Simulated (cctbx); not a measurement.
## Diagnosing a refinement

Cell a = 4.7220 Å, b = 4.7220 Å, c = 9.0470 Å, α = 90.00°, β = 90.00°, γ = 90.00°; space group P4/mmm (no. 123).

The data are simulated with cctbx, not measured: Mo Kα, λ = 0.71073 Å, to d = 0.75 Å, 80 % of the full sphere, strongest reflection 40000 counts, noise from counting, a 2 % proportional error and a noise floor of 8 counts (s.d.); no absorption.

An anisotropic refinement with weights 1/σ² prints:

```text
Rint 0.020, 191 unique reflections to 0.75 A
cycle     R1     wR2    GooF  max shift (A)
   1  0.1711  0.3392  24.127   0.01531
   3  0.1691  0.3205  22.797   0.00037
final R1 0.1691 wR2 0.3205 GooF 22.797  parameters 13  data/parameter 14.7
atom        x        y        z      Ueq    occ   su(xyz)  su(Uiso or U11)
Pr1    0.00000  0.00000  0.50000   0.0057  1.000  0.00000  0.0018
Ba1    0.00000  0.00000  0.00000   0.0062  1.000  0.00000  0.0017
Co1    0.50000  0.50000  0.74818   0.0083  1.000  0.00082  0.0025
S1     0.50000  0.50000  0.00000   0.0095  1.000  0.00000  0.0056
S2     0.00000  0.50000  0.77566   0.0194  1.000  0.00171  0.0064
difference map: max 50.62 min -7.10 rms 1.72
Q1    0.5000  0.5000  0.5000    1   55.60  2.25 A from Co1
Q2    0.0000  0.0000  0.0000    1   17.71  0.00 A from Ba1
Q3    0.0000  0.0000  0.5000    1   16.90  0.00 A from Pr1
Q4    0.0000  0.5000  0.2172    4    9.68  0.06 A from S2
Q5    0.5000  0.5000  0.0000    1    8.15  0.00 A from S1
Q6    0.0000  0.5000  0.5000    2    4.27  2.36 A from Pr1
```

Q: Accept it or mend it, and why?

Mend it. The fault: an atom left out, S at (1/2, 1/2, 1/2). Against the right model at the same level, R1 goes from 0.0070 to 0.1691 and GooF from 0.98 to 22.80 and the top difference peak, 55.6 e/Å³, lies 2.25 Å from Co1. Q1 is the missing atom. With scattering power missing, scale and phases suffer, so peaks may also grow on the heavy atoms.

The compound is BaPrCo2S6. The right model at the same level gives:

```text
Rint 0.020, 191 unique reflections to 0.75 A
cycle     R1     wR2    GooF  max shift (A)
   1  0.0071  0.0139   0.996   0.00005
   2  0.0070  0.0137   0.979   0.00000
final R1 0.0070 wR2 0.0137 GooF 0.979  parameters 15  data/parameter 12.7
atom        x        y        z      Ueq    occ   su(xyz)  su(Uiso or U11)
Pr1    0.00000  0.00000  0.50000   0.0081  1.000  0.00000  0.0001
Ba1    0.00000  0.00000  0.00000   0.0106  1.000  0.00000  0.0001
Co1    0.50000  0.50000  0.74756   0.0133  1.000  0.00005  0.0001
S1     0.50000  0.50000  0.50000   0.0144  1.000  0.00000  0.0003
S2     0.50000  0.50000  0.00000   0.0129  1.000  0.00000  0.0003
S3     0.00000  0.50000  0.77766   0.0152  1.000  0.00005  0.0002
difference map: max 0.30 min -0.37 rms 0.09
Q1    0.1213  0.1213  0.3918    8    0.31  1.27 A from Pr1
Q2    0.2756  0.5000  0.0000    4    0.30  1.06 A from S2
Q3    0.0000  0.0000  0.2173    2    0.30  1.97 A from Ba1
Q4    0.0000  0.1747  0.3887    8    0.30  1.30 A from Pr1
Q5    0.2997  0.2997  0.0700    8    0.29  1.48 A from S2
Q6    0.0000  0.0000  0.0000    1    0.28  0.00 A from Ba1
```

Isotropic U is held between 0.0001 and 1 Å² by the program, and listed peak heights are interpolated, so they can pass the grid's maximum.

This is a model crystal, built by substitution and not relaxed, with assumed displacement parameters.

[Middle refinement cycles are left out of these outputs.]

[Logs are printed without paths, hosts, clocks, repeated set-up lines and the standing remarks that a program may print on its own settings, such as how far it seeks lower states.]
